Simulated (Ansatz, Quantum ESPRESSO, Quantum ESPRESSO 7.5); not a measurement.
**Evanescent states of CaO, rock salt type, lattice constant set to 4.909 Å**

Aim: how fast states decay in the gap of CaO, rock salt type, lattice constant set to 4.909 Å.

Main program and level: Quantum ESPRESSO 7.5; plane-wave DFT, LDA, GBRV ultrasoft pseudopotentials (cross-check by Ansatz 0.2.0 with PAW datasets).

Most raw output is cut from this account.

### Step 1. The starting structure

It takes space group Fm-3m (No. 225, cubic). Conventional cell: a = 4.909 Å, b = 4.909 Å, c = 4.909 Å, α = 90.00°, β = 90.00°, γ = 90.00°. Nearest to Ca lie 6 O at 2.45 Å. Nearest to O lie 6 Ca at 2.45 Å. Farther neighbours and most contacts between anions are not listed.

### Step 2. Ground state

pwcond needs a cell whose third axis lies along the current and stands perpendicular to the other two.

File scf.in:

```
&control
  prefix = 'scf'
  outdir = './out'
  pseudo_dir = './pseudo'
  calculation = 'scf'
  tprnfor = .true.
/
&system
  ibrav = 0
  nat = 4
  ntyp = 2
  ecutwfc = 40
  ecutrho = 200
  occupations = 'fixed'
  nbnd = 20
/
&electrons
  conv_thr = 1e-09
  mixing_beta = 0.6
  electron_maxstep = 120
/
ATOMIC_SPECIES
  Ca  40.0780  ca_lda_v1.uspp.F.UPF
  O   15.9990  o_lda_v1.2.uspp.F.UPF
CELL_PARAMETERS angstrom
  3.47118718884476 0.00000000000000 0.00000000000000
  0.00000000000000 3.47118718884476 0.00000000000000
  0.00000000000000 0.00000000000000 4.90900000000000
ATOMIC_POSITIONS crystal
  Ca  0.000000000000 0.000000000000 0.000000000000
  O   0.500000000000 0.500000000000 0.000000000000
  Ca  0.500000000000 0.500000000000 0.500000000000
  O   0.000000000000 0.000000000000 0.500000000000
K_POINTS automatic
  8 8 6 0 0 0
```

Started as:

```bash
> OMP_NUM_THREADS=1 mpirun -n 2 pw.x -nk 2 -in scf.in > scf.out
```

Elapsed: 18 s, on 2 MPI ranks of Intel Xeon Platinum 8488C (Sapphire Rapids), shared host; peak memory 0.21 GiB.

Numbers from this step:

| Quantity | Value |
| --- | --- |
| free energy | -2925.2716 eV |
| valence top, on the run's zero | 6.689 eV |
| conduction bottom, on the run's zero | 10.20 eV |
| gap by band count | 3.507 eV |

The program's own clock; routines nest. Time by routine:

| routine | wall time (s) | calls |
| --- | --- | --- |
| PWSCF | 17.74 | 1 |
| electrons | 16.17 | 1 |
| c_bands | 13.16 | 14 |
| cegterg | 11.95 | 420 |
| h_psi | 9.36 | 1650 |
| fftw | 8.4 | 52038 |
| vloc_psi | 7.92 | 1650 |
| sum_band | 2.57 | 14 |
| init_run | 1.28 | 1 |
| calbec | 1.08 | 2190 |
| h_psi:calbec | 0.76 | 1650 |
| wfcinit | 0.63 | 1 |
| s_psi | 0.61 | 1650 |
| add_vuspsi | 0.61 | 1650 |

The run needed 14 iterations to bring the estimated error under 1e-09 Ry.

### Step 3. Complex bands with pwcond.x

ikind = 0 solves one period of the crystal for all kz, real and complex, at each energy and k across. ewind and epsproj trim the two-dimensional plane-wave basis; nz1 sets the subslabs.

File cbs.in:

```
&inputcond
  outdir = './out'
  prefixl = 'scf'
  band_file = 'cbs'
  ikind = 0
  ewind = 4.0
  epsproj = 1e-05
  nz1 = 7
  energy0 = 7.44
  denergy = -0.24
/
4
  0.00000000 0.00000000 1.00000000
  0.50000000 0.00000000 1.00000000
  0.50000000 0.50000000 1.00000000
  0.25000000 0.00000000 1.00000000
40
```

Started as:

```bash
> OMP_NUM_THREADS=1 mpirun -n 2 pwcond.x -in cbs.in > cbs.out
```

Elapsed: 70 s, on 2 MPI ranks; peak memory 0.14 GiB.

This step gave:

```
peak of the smallest κ at the zone centre : 0.287 Å⁻¹
energy of the peak at the zone centre     : 2.16 eV
peak of the smallest κ at (1/2, 0)        : 0.592 Å⁻¹
peak of the smallest κ at (1/2, 1/2)      : 0.395 Å⁻¹
peak of the smallest κ at (1/4, 0)        : 0.392 Å⁻¹
```

K across = (0, 0) in the cell's reciprocal vectors; values within 0.0025 1/Å of each other count once, columns are sorted by size at each energy, a dash where no further value was kept. The Im kz of the slowest decaying states by energy, zero at the highest filled level of the SCF mesh:

| energy (eV) | decay 1 (Å⁻¹) | decay 2 (Å⁻¹) | decay 3 (Å⁻¹) |
| --- | --- | --- | --- |
| -1.92 | 0.225 | 0.995 | 1.31 |
| -1.44 | 0.901 | 1.26 | 1.50 |
| -0.96 | 0.303 | 0.768 | 1.20 |
| -0.48 | 0.409 | 0.481 | 1.14 |
| -0.24 | 0.443 | 0.662 | 1.11 |
| 0.00 | 0.013 | 0.47 | 0.793 |
| 0.24 | 0.141 | 0.367 | 0.492 |
| 0.72 | 0.223 | 0.524 | 0.941 |
| 1.20 | 0.263 | 0.549 | 0.584 |
| 1.68 | 0.282 | 0.566 | 0.608 |
| 2.16 | 0.287 | 0.578 | 0.612 |
| 2.64 | 0.277 | 0.556 | 0.586 |
| 2.88 | 0.266 | 0.475 | 0.588 |
| 3.36 | 0.228 | 0.233 | 0.569 |
| 3.84 | 0.147 | 0.534 | 0.588 |
| 4.32 | 0.486 | 0.583 | 0.712 |
| 4.80 | 0.423 | 0.575 | 0.624 |
| 5.28 | 0.336 | 0.539 | 0.563 |
| 5.76 | 0.194 | 0.46 | 0.547 |
| 6.00 | 0.06 | 0.422 | 0.537 |
| 6.48 | 0.279 | 0.341 | 0.512 |
| 6.96 | 0.241 | 0.367 | 0.478 |
| 7.44 | 0.422 | 0.92 | 2.46 |

K across = (0, 0) in the cell's reciprocal vectors. Re kz of states that move upwards against energy, zero at the highest filled level of the SCF mesh:

| energy (eV) | channel 1 (Å⁻¹) | channel 2 (Å⁻¹) | channel 3 (Å⁻¹) | channel 4 = channel 5 (Å⁻¹) |
| --- | --- | --- | --- | --- |
| -1.92 | - | - | - | - |
| -1.20 | -0.440 | - | - | - |
| -0.48 | -0.230 | - | - | - |
| 0.00 | -0.0109 | -0.0109 | - | - |
| 0.72 | - | - | - | - |
| 1.44 | - | - | - | - |
| 2.16 | - | - | - | - |
| 2.88 | - | - | - | - |
| 3.36 | - | - | - | - |
| 4.08 | 0.471 | - | - | - |
| 4.80 | -0.547 | 0.309 | - | - |
| 5.52 | -0.304 | 0.506 | - | - |
| 6.00 | 0.0620 | 0.0620 | 0.636 | - |
| 6.72 | -0.447 | 0.383 | 0.383 | - |
| 7.44 | -0.178 | 0.0416 | 0.0952 | 0.572 |

K across = (1/2, 0) in the cell's reciprocal vectors; values within 0.0025 1/Å of each other count once, columns are sorted by size at each energy, a dash where no further value was kept. Table of Im kz of the slowest decaying states by energy, zero at the highest filled level of the SCF mesh:

| energy (eV) | decay 1 (Å⁻¹) | decay 2 (Å⁻¹) | decay 3 (Å⁻¹) |
| --- | --- | --- | --- |
| -1.92 | 0.149 | 0.656 | 0.795 |
| -1.44 | 0.372 | 0.458 | 0.603 |
| -0.96 | 0.288 | 0.494 | 1.87 |
| -0.48 | 0.341 | 0.581 | 0.635 |
| -0.24 | 0.398 | 0.61 | 0.692 |
| 0.00 | 0.435 | 0.631 | 0.73 |
| 0.24 | 0.461 | 0.646 | 0.757 |
| 0.72 | 0.499 | 0.662 | 0.791 |
| 1.20 | 0.525 | 0.663 | 0.809 |
| 1.68 | 0.545 | 0.652 | 0.815 |
| 2.16 | 0.567 | 0.625 | 0.813 |
| 2.64 | 0.587 | 0.805 | 1.53 |
| 2.88 | 0.581 | 0.799 | 1.51 |
| 3.36 | 0.563 | 0.782 | 1.45 |
| 3.84 | 0.539 | 0.76 | 1.40 |
| 4.32 | 0.508 | 0.733 | 1.33 |
| 4.80 | 0.468 | 0.7 | 1.26 |
| 5.28 | 0.414 | 0.659 | 1.18 |
| 5.76 | 0.334 | 0.609 | 1.08 |
| 6.00 | 0.269 | 0.579 | 1.02 |
| 6.48 | 0.249 | 0.506 | 0.866 |
| 6.96 | 0.398 | 0.427 | 0.557 |
| 7.44 | 0.167 | 0.304 | 0.767 |

K across = (1/2, 1/2) in the cell's reciprocal vectors; values within 0.0025 1/Å of each other count once, columns are sorted by size at each energy, a dash where no further value was kept. Im kz of the slowest decaying states against energy, zero at the highest filled level of the SCF mesh:

| energy (eV) | decay 1 (Å⁻¹) | decay 2 (Å⁻¹) | decay 3 (Å⁻¹) |
| --- | --- | --- | --- |
| -1.92 | 0.358 | 0.807 | 1.99 |
| -1.44 | 0.214 | 0.588 | 1.95 |
| -0.96 | 0.947 | 1.91 | 2.27 |
| -0.48 | 1.04 | 1.87 | 2.24 |
| -0.24 | 0.158 | 0.194 | 1.06 |
| 0.00 | 0.244 | 0.288 | 1.09 |
| 0.24 | 0.296 | 0.338 | 1.10 |
| 0.72 | 0.363 | 0.385 | 1.13 |
| 1.20 | 0.395 | 0.405 | 1.15 |
| 1.68 | 0.382 | 0.432 | 1.16 |
| 2.16 | 0.349 | 0.45 | 1.16 |
| 2.64 | 0.295 | 0.461 | 1.17 |
| 2.88 | 0.256 | 0.464 | 1.17 |
| 3.36 | 0.129 | 0.467 | 1.16 |
| 3.84 | 0.464 | 1.16 | 1.44 |
| 4.32 | 0.457 | 1.15 | 1.38 |
| 4.80 | 0.445 | 1.14 | 1.31 |
| 5.28 | 0.427 | 1.12 | 1.24 |
| 5.76 | 0.403 | 1.11 | 1.16 |
| 6.00 | 0.388 | 1.10 | 1.12 |
| 6.48 | 0.35 | 1.02 | 1.09 |
| 6.96 | 0.291 | 0.902 | 1.07 |
| 7.44 | 0.162 | 0.742 | 1.06 |

K across = (1/4, 0) in the cell's reciprocal vectors; values within 0.0025 1/Å of each other count once, columns are sorted by size at each energy, a dash where no further value was kept. The Im kz of the slowest decaying states by energy, zero at the highest filled level of the SCF mesh:

| energy (eV) | decay 1 (Å⁻¹) | decay 2 (Å⁻¹) | decay 3 (Å⁻¹) |
| --- | --- | --- | --- |
| -1.92 | 0.813 | 0.897 | 1.51 |
| -1.44 | 0.667 | 0.772 | 1.46 |
| -0.96 | 0.228 | 0.451 | 0.536 |
| -0.48 | 0.194 | 0.441 | 0.505 |
| -0.24 | 0.073 | 0.439 | 0.5 |
| 0.00 | 0.206 | 0.51 | 0.534 |
| 0.24 | 0.263 | 0.521 | 0.578 |
| 0.72 | 0.326 | 0.543 | 0.612 |
| 1.20 | 0.361 | 0.56 | 0.625 |
| 1.68 | 0.381 | 0.572 | 0.624 |
| 2.16 | 0.391 | 0.58 | 0.612 |
| 2.64 | 0.392 | 0.585 | 0.591 |
| 2.88 | 0.39 | 0.577 | 0.586 |
| 3.36 | 0.381 | 0.542 | 0.585 |
| 3.84 | 0.363 | 0.497 | 0.582 |
| 4.32 | 0.334 | 0.44 | 0.533 |
| 4.80 | 0.231 | 0.286 | 0.364 |
| 5.28 | 0.186 | 0.261 | 0.439 |
| 5.76 | 0.345 | 0.541 | 0.739 |
| 6.00 | 0.066 | 0.279 | 0.533 |
| 6.48 | 0.174 | 0.524 | 0.635 |
| 6.96 | 0.061 | 0.485 | 0.539 |
| 7.44 | 0.358 | 0.483 | 0.759 |

The program's own clock; routines nest. Time by routine:

| routine | wall time (s) | calls |
| --- | --- | --- |
| PWCOND | 68.97 | 1 |
| scatter_forw | 43.94 | 160 |
| compbs | 23.96 | 160 |
| compbs_2 | 22.39 | 160 |
| local | 0.55 | 4 |
| init | 0.5 | 1 |
| poten | 0.08 | 1 |

### Step 4. Complex bands with pwcond.x, with ewind = 1.0

How much does a setting matter? One run is repeated with a change.

cbs.w.in, as its differences from the input of step 3:

```diff
@@ -3,5 +3,5 @@
   prefixl = 'scf'
-  band_file = 'cbs'
+  band_file = 'cbs.w'
   ikind = 0
-  ewind = 4.0
+  ewind = 1.0
   epsproj = 1e-05
```

Started as:

```bash
> OMP_NUM_THREADS=1 mpirun -n 2 pwcond.x -in cbs.w.in > cbs.w.out
```

Run time: 39 s. Hardware: 2 MPI ranks; peak memory 0.14 GiB; 78 s of CPU time.

The changed values were drawn from a wide range, not chosen for quality; the comparison shows what they did here together.

Beside the run it was changed from:

| quantity | this run | unchanged run | difference |
| --- | --- | --- | --- |
| peak of the smallest κ at the zone centre (Å⁻¹) | 0.287 | 0.287 | 0 |
| peak of the smallest κ at (1/2, 0) (Å⁻¹) | 0.592 | 0.592 | 0 |
| peak of the smallest κ at (1/2, 1/2) (Å⁻¹) | 0.395 | 0.395 | 0 |
| wall time (s) | 39 | 70 |  |

The physical values in this table stay within 0.05 %.

### Step 5. Cross-check with Ansatz

A second code with its own PAW datasets, on the same atoms.

Level of this step: plane-wave DFT, LDA, Ansatz PAW (Ansatz 0.2.0).

File input.yaml:

```yaml
crystal:
  lattice:
    - [3.4711871888, 0.0, 0.0]
    - [0.0, 3.4711871888, 0.0]
    - [0.0, 0.0, 4.909]
  atoms:
    - { symbol: Ca, position: [0.0, 0.0, 0.0] }
    - { symbol: O, position: [0.5, 0.5, 0.0] }
    - { symbol: Ca, position: [0.5, 0.5, 0.5] }
    - { symbol: O, position: [0.0, 0.0, 0.5] }
kpoints:
  mp_grid: { grid: [8, 8, 6] }
hamiltonian:
  xc: lda
scf:
  occupations: { method: fixed }
  convergence: { dr2_threshold: 1.0e-09 }
output:
  transmission:
    leads: [[0, 0]]
    kpoints: [[0, 0], [0.5, 0], [0.5, 0.5], [0.25, 0]]
    e_range: [-1.92, 7.44]
    de: 0.24
```

Started as:

```bash
> ansatz run input.yaml --threads 2 --pin off --max-ram 4096MiB --backend cpu --events-out ev --progress --plain --runs-dir out
```

Wall time 10 s (2 threads); peak memory 0.43 GiB; 13 s of CPU time.

Read from the output:

| Item | Value |
| --- | --- |
| free energy | -4662.9800 eV |
| gap by band count | 3.503 eV |
| symmetry operations | 32 |
| slowest decay at the grid energy nearest mid-gap | 0.2819 Å⁻¹ |
| peak of the smallest κ at the zone centre | 0.2863 Å⁻¹ |
| peak of the smallest κ at (1/2, 0) | 0.5926 Å⁻¹ |
| peak of the smallest κ at (1/2, 1/2) | 0.3954 Å⁻¹ |
| peak of the smallest κ at (1/4, 0) | 0.3922 Å⁻¹ |
| valence top, on the run's zero | 6.609 eV |

K across = (0, 0) in the cell's reciprocal vectors; values within 0.0025 1/Å of each other count once, columns are sorted by size at each energy, a dash where no further value was kept. Im kz of the slowest decaying states against energy, zero at the highest filled level of the SCF mesh:

| energy (eV) | decay 1 (Å⁻¹) | decay 2 (Å⁻¹) | decay 3 (Å⁻¹) |
| --- | --- | --- | --- |
| -1.92 | 0.226 | 0.995 | 1.31 |
| -1.68 | 0.951 | 1.29 | - |
| -1.44 | 0.901 | 1.26 | - |
| -1.20 | 0.197 | 0.842 | 1.23 |
| -0.96 | 0.304 | 0.768 | 1.20 |
| -0.72 | 0.366 | 0.667 | 1.17 |
| -0.48 | 0.410 | 0.480 | 1.14 |
| -0.24 | 0.444 | 0.664 | 1.11 |
| 0.00 | 0.0146 | 0.0330 | 0.470 |
| 0.24 | 0.141 | 0.368 | 0.492 |
| 0.72 | 0.223 | 0.525 | 0.942 |
| 0.96 | 0.246 | 0.539 | 0.560 |
| 1.20 | 0.263 | 0.550 | 0.584 |
| 1.44 | 0.274 | 0.559 | 0.599 |
| 1.68 | 0.282 | 0.567 | 0.608 |
| 1.92 | 0.286 | 0.573 | 0.612 |
| 2.16 | 0.286 | 0.578 | 0.613 |
| 2.40 | 0.283 | 0.583 | 0.610 |
| 2.64 | 0.276 | 0.555 | 0.586 |
| 2.88 | 0.266 | 0.474 | 0.588 |
| 3.12 | 0.250 | 0.374 | 0.583 |
| 3.36 | 0.227 | 0.230 | 0.569 |
| 3.60 | 0.194 | 0.553 | 0.589 |
| 3.84 | 0.143 | 0.533 | 0.588 |
| 4.08 | 0.511 | 0.586 | 0.754 |
| 4.32 | 0.486 | 0.583 | 0.710 |
| 4.56 | 0.456 | 0.579 | 0.666 |
| 4.80 | 0.422 | 0.575 | 0.622 |
| 5.28 | 0.335 | 0.538 | 0.563 |
| 5.52 | 0.275 | 0.498 | 0.555 |
| 5.76 | 0.191 | 0.459 | 0.547 |
| 6.00 | 0.0718 | 0.420 | 0.537 |
| 6.24 | 0.211 | 0.381 | 0.525 |
| 6.48 | 0.281 | 0.339 | 0.512 |
| 6.72 | 0.293 | 0.331 | 0.496 |
| 6.96 | 0.238 | 0.369 | 0.477 |
| 7.20 | 0.165 | 0.374 | 0.399 |
| 7.44 | 0.421 | 0.424 | 0.919 |

K across = (0, 0) in the cell's reciprocal vectors. The Re kz of states that move upwards by energy, zero at the highest filled level of the SCF mesh:

| energy (eV) | channel 1 (Å⁻¹) | channel 2 (Å⁻¹) | channel 3 (Å⁻¹) | channel 4 = channel 5 (Å⁻¹) |
| --- | --- | --- | --- | --- |
| -1.92 | - | - | - | - |
| -1.20 | -0.441 | - | - | - |
| -0.48 | -0.230 | - | - | - |
| 0.00 | - | - | - | - |
| 0.72 | - | - | - | - |
| 1.44 | - | - | - | - |
| 2.16 | - | - | - | - |
| 2.88 | - | - | - | - |
| 3.36 | - | - | - | - |
| 4.08 | 0.0285 | 0.473 | - | - |
| 4.80 | -0.545 | 0.312 | - | - |
| 5.52 | -0.301 | 0.510 | - | - |
| 6.00 | 0.0724 | 0.0724 | 0.639 | - |
| 6.72 | -0.443 | 0.386 | 0.386 | - |
| 7.44 | -0.166 | 0.0573 | 0.132 | 0.575 |

K across = (1/2, 0) in the cell's reciprocal vectors; values within 0.0025 1/Å of each other count once, columns are sorted by size at each energy, a dash where no further value was kept. Table of Im kz of the slowest decaying states by energy, zero at the highest filled level of the SCF mesh:

| energy (eV) | decay 1 (Å⁻¹) | decay 2 (Å⁻¹) | decay 3 (Å⁻¹) |
| --- | --- | --- | --- |
| -1.92 | 0.148 | 0.657 | 0.795 |
| -1.68 | 0.289 | 0.573 | 0.716 |
| -1.20 | 0.265 | 0.386 | - |
| -0.96 | 0.288 | 0.494 | - |
| -0.72 | 0.226 | 0.538 | 0.542 |
| -0.24 | 0.398 | 0.610 | 0.692 |
| 0.00 | 0.435 | 0.631 | 0.730 |
| 0.24 | 0.461 | 0.646 | 0.757 |
| 0.72 | 0.499 | 0.662 | 0.791 |
| 0.96 | 0.513 | 0.664 | 0.802 |
| 1.20 | 0.525 | 0.663 | 0.809 |
| 1.68 | 0.545 | 0.652 | 0.815 |
| 1.92 | 0.555 | 0.641 | 0.815 |
| 2.16 | 0.567 | 0.625 | 0.813 |
| 2.64 | 0.587 | 0.805 | - |
| 2.88 | 0.581 | 0.799 | - |
| 3.36 | 0.563 | 0.782 | 1.45 |
| 3.60 | 0.552 | 0.772 | 1.43 |
| 3.84 | 0.539 | 0.760 | 1.40 |
| 4.32 | 0.508 | 0.733 | 1.33 |
| 4.56 | 0.489 | 0.717 | 1.30 |
| 4.80 | 0.467 | 0.699 | 1.26 |
| 5.28 | 0.413 | 0.659 | 1.18 |
| 5.52 | 0.377 | 0.635 | 1.13 |
| 5.76 | 0.332 | 0.608 | 1.08 |
| 6.24 | 0.278 | 0.544 | 0.951 |
| 6.48 | 0.246 | 0.504 | 0.862 |
| 6.72 | 0.146 | 0.456 | - |
| 7.20 | 0.311 | 0.390 | 0.659 |
| 7.44 | 0.155 | 0.300 | 0.772 |

K across = (1/2, 1/2) in the cell's reciprocal vectors; values within 0.0025 1/Å of each other count once, columns are sorted by size at each energy, a dash where no further value was kept. Table of Im kz of the slowest decaying states by energy, zero at the highest filled level of the SCF mesh:

| energy (eV) | decay 1 (Å⁻¹) | decay 2 (Å⁻¹) | decay 3 (Å⁻¹) |
| --- | --- | --- | --- |
| -1.92 | 0.359 | 0.807 | - |
| -1.68 | 0.300 | 0.724 | - |
| -1.44 | 0.215 | 0.588 | - |
| -1.20 | 0.864 | - | - |
| -0.96 | 0.948 | - | - |
| -0.72 | 1.000 | - | - |
| -0.48 | 1.04 | - | - |
| -0.24 | 0.159 | 0.195 | 1.06 |
| 0.00 | 0.244 | 0.289 | 1.09 |
| 0.24 | 0.297 | 0.339 | 1.10 |
| 0.72 | 0.363 | 0.385 | 1.13 |
| 0.96 | 0.386 | 0.394 | 1.14 |
| 1.20 | 0.395 | 0.405 | 1.15 |
| 1.44 | 0.391 | 0.420 | 1.15 |
| 1.68 | 0.382 | 0.432 | 1.16 |
| 1.92 | 0.368 | 0.442 | 1.16 |
| 2.16 | 0.349 | 0.450 | 1.16 |
| 2.40 | 0.325 | 0.456 | 1.17 |
| 2.64 | 0.295 | 0.461 | 1.17 |
| 2.88 | 0.256 | 0.464 | 1.17 |
| 3.12 | 0.205 | 0.466 | 1.16 |
| 3.36 | 0.128 | 0.467 | 1.16 |
| 3.60 | 0.466 | 1.16 | 1.46 |
| 3.84 | 0.464 | 1.16 | 1.44 |
| 4.08 | 0.461 | 1.15 | 1.41 |
| 4.32 | 0.457 | 1.15 | 1.37 |
| 4.56 | 0.451 | 1.14 | 1.34 |
| 4.80 | 0.445 | 1.14 | 1.31 |
| 5.28 | 0.427 | 1.13 | 1.24 |
| 5.52 | 0.416 | 1.12 | 1.20 |
| 5.76 | 0.403 | 1.11 | 1.16 |
| 6.00 | 0.387 | 1.10 | 1.11 |
| 6.24 | 0.370 | 1.07 | 1.10 |
| 6.48 | 0.348 | 1.02 | 1.09 |
| 6.72 | 0.322 | 0.961 | 1.08 |
| 6.96 | 0.288 | 0.898 | 1.07 |
| 7.20 | 0.240 | 0.825 | 1.06 |
| 7.44 | 0.152 | 0.737 | 1.06 |

K across = (1/4, 0) in the cell's reciprocal vectors; values within 0.0025 1/Å of each other count once, columns are sorted by size at each energy, a dash where no further value was kept. Table of Im kz of the slowest decaying states by energy, zero at the highest filled level of the SCF mesh:

| energy (eV) | decay 1 (Å⁻¹) | decay 2 (Å⁻¹) | decay 3 (Å⁻¹) |
| --- | --- | --- | --- |
| -1.92 | 0.813 | 0.898 | - |
| -1.68 | 0.749 | 0.841 | 1.48 |
| -1.20 | 0.552 | 0.681 | 1.43 |
| -0.96 | 0.228 | 0.451 | 0.537 |
| -0.72 | 0.310 | 0.352 | 0.532 |
| -0.24 | 0.0730 | 0.439 | 0.500 |
| 0.00 | 0.206 | 0.510 | 0.534 |
| 0.24 | 0.263 | 0.521 | 0.578 |
| 0.72 | 0.326 | 0.543 | 0.612 |
| 0.96 | 0.346 | 0.552 | 0.621 |
| 1.20 | 0.361 | 0.560 | 0.625 |
| 1.68 | 0.381 | 0.572 | 0.624 |
| 1.92 | 0.387 | 0.577 | 0.619 |
| 2.16 | 0.390 | 0.580 | 0.612 |
| 2.64 | 0.392 | 0.585 | 0.591 |
| 2.88 | 0.390 | 0.577 | 0.586 |
| 3.36 | 0.380 | 0.542 | 0.585 |
| 3.60 | 0.372 | 0.521 | 0.584 |
| 3.84 | 0.362 | 0.497 | 0.582 |
| 4.32 | 0.332 | 0.439 | 0.530 |
| 4.56 | 0.311 | 0.404 | 0.408 |
| 4.80 | 0.225 | 0.283 | 0.364 |
| 5.28 | 0.181 | 0.261 | 0.438 |
| 5.52 | 0.187 | 0.395 | 0.547 |
| 5.76 | 0.343 | 0.540 | 0.739 |
| 6.24 | 0.155 | 0.180 | 0.527 |
| 6.48 | 0.174 | 0.524 | 0.631 |
| 6.72 | 0.139 | 0.539 | 0.558 |
| 7.20 | 0.308 | 0.398 | 0.507 |
| 7.44 | 0.358 | 0.484 | 0.758 |

### Step 6. A check by hand

T falls as exp(−2κd). With κ = 0.283 1/Å, 10 Å of barrier pass exp(−2 × 0.283 × 10) = 0.0035 of that channel, interfaces aside.

### Step 7. Summary of results

```yaml
gap_on_the_scf_mesh: 3.51 eV
smallest_kappa_at_mid_gap_among_the_four_k_points_at_the_zone_centre: 0.283 Å⁻¹
peak_of_the_smallest_kappa_in_the_stop_band_at_the_zone_centre: 0.287 Å⁻¹
peak_of_the_smallest_kappa_in_the_stop_band_at_1_over_2_0: 0.592 Å⁻¹
peak_of_the_smallest_kappa_in_the_stop_band_at_1_over_2_1_over_2: 0.395 Å⁻¹
peak_of_the_smallest_kappa_in_the_stop_band_at_1_over_4_0: 0.392 Å⁻¹
energy_of_the_peak_at_the_zone_centre_over_the_highest_filled_level: 2.16 eV
peak_at_the_zone_centre_by_ansatz: 0.286 Å⁻¹
```

With a gap of 3.51 eV on the mesh, the smallest κ at mid-gap among the four k points, at the zone centre is 0.283 Å⁻¹ (LDA, GBRV ultrasoft). For a barrier with the Fermi level at mid-gap the slowest state found, at the zone centre, loses a factor of ten in probability every 4.1 Å or so. Stop bands away from the zone centre are mostly wider than the gap, so their peaks can lie above the conduction bottom. At the zone centre pwcond's peak is 0.287 and Ansatz's 0.286 1/Å, 0 % apart. The cell is the a/√2 one, turned by 45°, with two primitive cells, so X along [001] folds onto kz = 0. A semilocal gap is too small, often by a third to a half and by more in narrow-gap crystals, so real barriers decay faster.

[Logs are printed without paths, hosts, clocks, repeated set-up lines and the standing remarks that a program may print on its own settings, such as how far it seeks lower states.]

[Hosts, paths, dates, database ids (printed as entryN), source tags and the programs' standing remarks are cut or masked in the printed files.]

[Maps of the electrostatic potential energy from Ansatz leave out the sawtooth potential of an applied field or a dipole correction, so their vacuum need not be flat; planar profiles and work functions include it.]
